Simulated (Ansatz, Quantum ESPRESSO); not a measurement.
# ScB2 (P6/mmm): zone-centre phonons, part 2 of 3

Which modes does ScB2 (P6/mmm) have at the zone centre?

Quantum ESPRESSO 7.5; DFT LDA, scalar-relativistic, plane waves, GBRV ultrasoft pseudopotentials.

So far. Step 2 (A first look): No gap opens on this mesh, so smearing is kept; the start stands at -9.6 GPa. Step 4 (Ground state): The cell stands at -0.053 GPa, close enough for phonons. The relaxed cell has a = 3.103, c = 3.454 Å (conventional setting).

### 5. Linear response at Γ

At q = 0 one unit cell holds all displacements; symmetry groups them into irreducible representations that are solved one by one. With smeared occupations no response to a homogeneous field can be asked.

The input, ph.in:

```
phonons
&INPUTPH
  prefix       = 'x'
  outdir       = './tmp'
  fildyn       = 'g.dyn'
  tr2_ph       = 1.0d-18
  alpha_mix(1) = 0.4
  nmix_ph      = 8
/
0.000000000000 0.000000000000 0.000000000000
```

Run with:

```console
OMP_NUM_THREADS=1 mpirun -n 4 ph.x -nk 4 -in ph.in > ph.out
```

What it wrote:

```text
[banners, grids, parts of the stress and lines that vanish by symmetry left out]
[banner, memory and clock lines left out]
Program PHONON v.7.5

     ./tmp/x.save/

     IMPORTANT: XC functional enforced from input :
     Exchange-correlation= PZ
                           (   1   1   0   0   0   0   0)
     Any further DFT definition will be discarded
     Please, verify this is what you really want

     G-vector sticks info

     Check: negative core charge=   -0.000003
     Reading collected, re-writing distributed wavefunctions in ./tmp/

     Number and degeneracy of irreps per q-point
       N         xq(1)         xq(2)         xq(3)   N irreps
       1   0.000000000   0.000000000   0.000000000       6
        1   2   1   1   2   2

     Calculation of q =    0.0000000   0.0000000   0.0000000

     phonons

     bravais-lattice index     =            0
     lattice parameter (alat)  =       5.8631  a.u.
     unit-cell volume          =     194.3169 (a.u.)^3
     number of atoms/cell      =            3
     number of atomic types    =            2
     kinetic-energy cut-off    =      40.0000  Ry
     charge density cut-off    =     240.0000  Ry
     convergence threshold     =      1.0E-18
     beta                      =       0.4000
     number of iterations used =            8
     Exchange-correlation= PZ
                           (   1   1   0   0   0   0   0)

     celldm(1)=    5.86311  celldm(2)=    0.00000  celldm(3)=    0.00000
     celldm(4)=    0.00000  celldm(5)=    0.00000  celldm(6)=    0.00000

     crystal axes: (cart. coord. in units of alat)
               a(1) = (  1.0000  0.0000  0.0000 )
               a(2) = ( -0.5000  0.8660  0.0000 )
               a(3) = (  0.0000  0.0000  1.1133 )

     reciprocal axes: (cart. coord. in units 2 pi/alat)
               b(1) = (  1.0000  0.5774 -0.0000 )
               b(2) = (  0.0000  1.1547  0.0000 )
               b(3) = (  0.0000 -0.0000  0.8983 )

     Atoms inside the unit cell:

     Cartesian axes

     site n.  atom      mass           positions (alat units)
        1  Sc     44.9559   tau(    1) = (    0.00000    0.00000    0.00000  )
        2  B      10.8100   tau(    2) = (   -0.00000    0.57735    0.55663  )
        3  B      10.8100   tau(    3) = (    0.50000    0.28868    0.55663  )

     Computing dynamical matrix for
                    q = (   0.0000000   0.0000000   0.0000000 )

     25 Sym.Ops. (with q -> -q+G )

     G cutoff =  208.9817  (  12231 G-vectors)     FFT grid: ( 30, 30, 36)
     G cutoff =  139.3211  (   6633 G-vectors)  smooth grid: ( 24, 24, 27)

     number of k points=   114  Marzari-Vanderbilt smearing, width (Ry)=  0.0200

     PseudoPot. # 1 for Sc read from file:
     ./pseudo/Sc.upf
     Pseudo is Ultrasoft + core correction, Zval = 11.0
     Using radial grid of  849 points,  6 beta functions with:
                l(1) =   0
                l(2) =   0
                l(3) =   1
                l(4) =   1
                l(5) =   2
                l(6) =   2
     Q(r) pseudized with  6 coefficients,  rinner =    1.200   1.200   1.200
                                                       1.200   1.200

     PseudoPot. # 2 for B  read from file:
     ./pseudo/B.upf
     Pseudo is Ultrasoft + core correction, Zval =  3.0
     Using radial grid of  781 points,  4 beta functions with:
                l(1) =   0
                l(2) =   0
                l(3) =   1
                l(4) =   1
     Q(r) pseudized with  8 coefficients,  rinner =    1.100   1.100   1.100

     Mode symmetry, D_6h(6/mmm) point group:

     Atomic displacements:
     There are    6 irreducible representations

     Representation     1      1 modes -  To be done

     Representation     2      2 modes -  To be done

     Representation     3      1 modes -  To be done

     Representation     4      1 modes -  To be done

     Representation     5      2 modes -  To be done

     Representation     6      2 modes -  To be done

     Alpha used in Ewald sum =   2.4000

     Representation #   1 mode #   1

     Self-consistent Calculation
      iter #   1   av.it.:   4.1
      thresh= 1.000E-02 alpha_mix =  0.400 |ddv_scf|^2 =  1.092E-07
      iter #   2   av.it.:   9.0
      thresh= 3.305E-05 alpha_mix =  0.400 |ddv_scf|^2 =  3.371E-08
      iter #   3   av.it.:   9.2
      thresh= 1.836E-05 alpha_mix =  0.400 |ddv_scf|^2 =  7.021E-10
      iter #   4   av.it.:   9.0
      thresh= 2.650E-06 alpha_mix =  0.400 |ddv_scf|^2 =  2.037E-13
      iter #   5   av.it.:   9.8
      thresh= 4.513E-08 alpha_mix =  0.400 |ddv_scf|^2 =  4.135E-14
      iter #   6   av.it.:   8.7
      thresh= 2.033E-08 alpha_mix =  0.400 |ddv_scf|^2 =  5.889E-18
      iter #   7   av.it.:   9.1
      thresh= 2.427E-10 alpha_mix =  0.400 |ddv_scf|^2 =  1.915E-18
      iter #   8   av.it.:   8.9
      thresh= 1.384E-10 alpha_mix =  0.400 |ddv_scf|^2 =  4.018E-22

     End of self-consistent calculation

     Convergence has been achieved

     Representation #   2 modes #   2   3

     Self-consistent Calculation
      iter #   1   av.it.:   4.9
      thresh= 1.000E-02 alpha_mix =  0.400 |ddv_scf|^2 =  2.485E-07
      iter #   2   av.it.:  10.2
      thresh= 4.985E-05 alpha_mix =  0.400 |ddv_scf|^2 =  3.705E-08
      iter #   3   av.it.:  10.5
      thresh= 1.925E-05 alpha_mix =  0.400 |ddv_scf|^2 =  8.800E-10
      iter #   4   av.it.:  10.4
      thresh= 2.966E-06 alpha_mix =  0.400 |ddv_scf|^2 =  1.126E-12
      iter #   5   av.it.:  11.0
      thresh= 1.061E-07 alpha_mix =  0.400 |ddv_scf|^2 =  1.993E-13
      iter #   6   av.it.:  11.4
      thresh= 4.464E-08 alpha_mix =  0.400 |ddv_scf|^2 =  2.065E-15
[...]
End of self-consistent calculation

     Convergence has been achieved

     Representation #   3 mode #   4

     Self-consistent Calculation
[...]
End of self-consistent calculation

     Convergence has been achieved

     Representation #   4 mode #   5

     Self-consistent Calculation
[...]
End of self-consistent calculation

     Convergence has been achieved

     Representation #   5 modes #   6   7

     Self-consistent Calculation
[...]
End of self-consistent calculation

     Convergence has been achieved

     Representation #   6 modes #   8   9

     Self-consistent Calculation
[...]
iter #   3   av.it.:  11.0
      thresh= 7.359E-05 alpha_mix =  0.400 |ddv_scf|^2 =  4.367E-09
      iter #   4   av.it.:  11.6
      thresh= 6.609E-06 alpha_mix =  0.400 |ddv_scf|^2 =  7.837E-12
      iter #   5   av.it.:  11.0
      thresh= 2.799E-07 alpha_mix =  0.400 |ddv_scf|^2 =  1.910E-12
      iter #   6   av.it.:  11.1
      thresh= 1.382E-07 alpha_mix =  0.400 |ddv_scf|^2 =  2.593E-14
      iter #   7   av.it.:  11.7
      thresh= 1.610E-08 alpha_mix =  0.400 |ddv_scf|^2 =  2.895E-17
      iter #   8   av.it.:  10.6
      thresh= 5.381E-10 alpha_mix =  0.400 |ddv_scf|^2 =  8.704E-18
      iter #   9   av.it.:  11.0
      thresh= 2.950E-10 alpha_mix =  0.400 |ddv_scf|^2 =  9.750E-21

     End of self-consistent calculation

     Convergence has been achieved

     Number of q in the star =    1
     List of q in the star:
          1   0.000000000   0.000000000   0.000000000

     Diagonalizing the dynamical matrix

     q = (    0.000000000   0.000000000   0.000000000 )

 **************************************************************************
     freq (    1) =      -0.240797 [THz] =      -8.032111 [cm-1]
     freq (    2) =      -0.240797 [THz] =      -8.032111 [cm-1]
     freq (    3) =      -0.230923 [THz] =      -7.702773 [cm-1]
     freq (    4) =      12.990357 [THz] =     433.311669 [cm-1]
     freq (    5) =      12.990357 [THz] =     433.311669 [cm-1]
     freq (    6) =      13.246937 [THz] =     441.870249 [cm-1]
     freq (    7) =      18.862097 [THz] =     629.171826 [cm-1]
     freq (    8) =      24.351281 [THz] =     812.271318 [cm-1]
     freq (    9) =      24.351281 [THz] =     812.271318 [cm-1]
 **************************************************************************

     Mode symmetry, D_6h(6/mmm) point group:

     freq (   1-   2) =         -8.0  [cm-1]   --> E_1u            I
     freq (   3-   3) =         -7.7  [cm-1]   --> A_2u            I
     freq (   4-   5) =        433.3  [cm-1]   --> E_1u            I
     freq (   6-   6) =        441.9  [cm-1]   --> A_2u            I
     freq (   7-   7) =        629.2  [cm-1]   --> B_1g
     freq (   8-   9) =        812.3  [cm-1]   --> E_2g            R
```

Elapsed: 2.7 min, on 4 MPI ranks of Arm Neoverse N1, shared host.

Numbers from this step:

| Property | Result |
| --- | --- |
| largest acoustic frequency at the zone centre before the sum rule | -8.03 cm⁻¹ |
| highest optical zone-centre mode (no LO-TO term) | 812.3 cm⁻¹ |
| lowest optical zone-centre mode | 433.3 cm⁻¹ |

The acoustic modes at Γ come out as far as 8.0 cm⁻¹ from zero, where they should vanish, a small numerical error.

### 6. Modes with the sum rule

A rigid shift of the crystal must cost nothing, but grids and finite bases break this; the acoustic sum rule is imposed before the matrix is diagonalised again.

The input, dynmat.in:

```
&INPUT
  fildyn = 'g.dyn'
  asr    = 'crystal'
  fileig = 'dynmat.eig'
/
```

Run with:

```console
dynmat.x -in dynmat.in > dynmat.out
```

What it wrote:

```text
[banner, memory and clock lines left out]
Program DYNMAT v.7.5

     Reading Dynamical Matrix from file g.dyn
     ...Force constants read
     ...epsilon and Z* not read (not found on file)
     Acoustic Sum Rule: || Z*(ASR) - Z*(orig)|| =    0.000000E+00
     Acoustic Sum Rule: ||dyn(ASR) - dyn(orig)||=    2.206111E-04
     A direction for q was not specified:TO-LO splitting will be absent

     Polarizability (A^3 units)
     multiply by 1.000000 for Clausius-Mossotti correction
         0.000000    0.000000    0.000000
         0.000000    0.000000    0.000000
         0.000000    0.000000    0.000000

     IR activities are in (D/A)^2/amu units

# mode   [cm-1]    [THz]      IR
    1     -0.00   -0.0000    0.0000
    2      0.00    0.0000    0.0000
    3      0.00    0.0000    0.0000
    4    433.40   12.9929    0.0000
    5    433.40   12.9929    0.0000
    6    441.97   13.2499    0.0000
    7    629.17   18.8621    0.0000
    8    812.27   24.3513    0.0000
    9    812.27   24.3513    0.0000

[end of the log left out, with the tail of the file of modes that dynmat.x writes under the same name]
```

Elapsed: 0.48 s, on 1 thread.

Numbers from this step:

* lowest optical zone-centre mode: 433.4 cm⁻¹

Unit eigenvectors of the mass-weighted matrix after the sum rule; no LO-TO term. The modes at Γ (shares of kinetic energy by element, %):

```
mode  frequency (cm⁻¹)  symmetry  Sc %  B %
   1               0.0  acoustic    68   32
   2               0.0  acoustic    68   32
   3               0.0  acoustic    68   32
   4             433.4       E1u    32   68
   5             433.4       E1u    32   68
   6             442.0       A2u    32   68
   7             629.2       B1g     0  100
   8             812.3       E2g     0  100
   9             812.3       E2g     0  100
```

Displacements in mode 5 (433.4 cm⁻¹), the largest set to 1:
```
Sc1 -0.48  0.05  0.00
B2   1.00 -0.10  0.00
B3   1.00 -0.10  0.00
```

Displacements in mode 7 (629.2 cm⁻¹), the largest set to 1:
```
Sc1  0.00  0.00  0.00
B2   0.00  0.00  1.00
B3   0.00  0.00 -1.00
```

The rule moves no optical mode by more than 0.2 cm⁻¹.

### 7. Sum rules set otherwise: a sum rule for molecules or wires on a crystal

This rule also removes rotations, which suits molecules and not a crystal; it is tried to see the harm.

The input, dynmat.in:

```
&INPUT
  fildyn = 'g.dyn'
  asr    = 'zero-dim'
  fileig = 'dynmat.eig'
/
```

Run with:

```console
dynmat.x -in dynmat.in > dynmat.out
```

What it wrote:

```text
[banner, memory and clock lines left out]
Program DYNMAT v.7.5

     Reading Dynamical Matrix from file g.dyn
     ...Force constants read
     ...epsilon and Z* not read (not found on file)
     Acoustic Sum Rule: || Z*(ASR) - Z*(orig)|| =    0.000000E+00
     Acoustic Sum Rule: ||dyn(ASR) - dyn(orig)||=    6.664837E-01
     A direction for q was not specified:TO-LO splitting will be absent

     Polarizability (A^3 units)
     multiply by 1.000000 for Clausius-Mossotti correction
         0.000000    0.000000    0.000000
         0.000000    0.000000    0.000000
         0.000000    0.000000    0.000000

     IR activities are in (D/A)^2/amu units

# mode   [cm-1]    [THz]      IR
    1     -0.00   -0.0000    0.0000
    2     -0.00   -0.0000    0.0000
    3      0.00    0.0000    0.0000
    4      0.00    0.0000    0.0000
    5      0.00    0.0000    0.0000
    6      0.00    0.0000    0.0000
    7    438.16   13.1357    0.0000
    8    631.44   18.9302    0.0000
    9    812.27   24.3513    0.0000

[end of the log left out, with the tail of the file of modes that dynmat.x writes under the same name]
```

Run time: 0.48 s. Hardware: 1 thread.

The program raised no error, yet the settings are not those of a careful run.

The fault: a sum rule for molecules or wires on a crystal; 3 optical modes are projected out to zero frequency, as if they were rotations.

For a crystal the rule has to be 'simple' or 'crystal'.

Zone-centre frequencies as printed; negative means imaginary. Modes:

```
mode  frequency (cm⁻¹)
   1                 0
   2                 0
   3                 0
   4                 0
   5                 0
   6                 0
   7             438.2
   8             631.4
   9             812.3
```

### 8. Sum rules set otherwise (asr no)

Without the rule the raw error of the acoustic modes shows.

The input, dynmat.in:

```
&INPUT
  fildyn = 'g.dyn'
  asr    = 'no'
  fileig = 'dynmat.eig'
/
```

Run with:

```console
dynmat.x -in dynmat.in > dynmat.out
```

What it wrote:

```text
[banner, memory and clock lines left out]
Program DYNMAT v.7.5

     Reading Dynamical Matrix from file g.dyn
     ...Force constants read
     ...epsilon and Z* not read (not found on file)
     A direction for q was not specified:TO-LO splitting will be absent

     Polarizability (A^3 units)
     multiply by 1.000000 for Clausius-Mossotti correction
         0.000000    0.000000    0.000000
         0.000000    0.000000    0.000000
         0.000000    0.000000    0.000000

     IR activities are in (D/A)^2/amu units

# mode   [cm-1]    [THz]      IR
    1     -8.03   -0.2408    0.0000
    2     -8.03   -0.2408    0.0000
    3     -7.70   -0.2309    0.0000
    4    433.31   12.9904    0.0000
    5    433.31   12.9904    0.0000
    6    441.87   13.2469    0.0000
    7    629.17   18.8621    0.0000
    8    812.27   24.3513    0.0000
    9    812.27   24.3513    0.0000

[cm-1]
[end of the log left out, with the tail of the file of modes that dynmat.x writes under the same name]
```

Elapsed: 0.48 s, on 1 thread.

Read from the output:

```
lowest optical zone-centre mode : 433.3 cm⁻¹
```

Zone-centre frequencies as printed; negative means imaginary. Modes:

```
mode  frequency (cm⁻¹)
   1             -8.03
   2             -8.03
   3              -7.7
   4             433.3
   5             433.3
   6             441.9
   7             629.2
   8             812.3
   9             812.3
```

Against the first rule no mode moves by more than 8.1 cm⁻¹.

[end of part 2 of 3]

[Host names and launcher messages were left out of these logs when they were recorded.]

[Logs are printed without paths, hosts, clocks, repeated set-up lines and the standing remarks that a program may print on its own settings, such as how far it seeks lower states.]

[Hosts, paths, dates, database ids (printed as entryN), source tags and the programs' standing remarks are cut or masked in the printed files.]
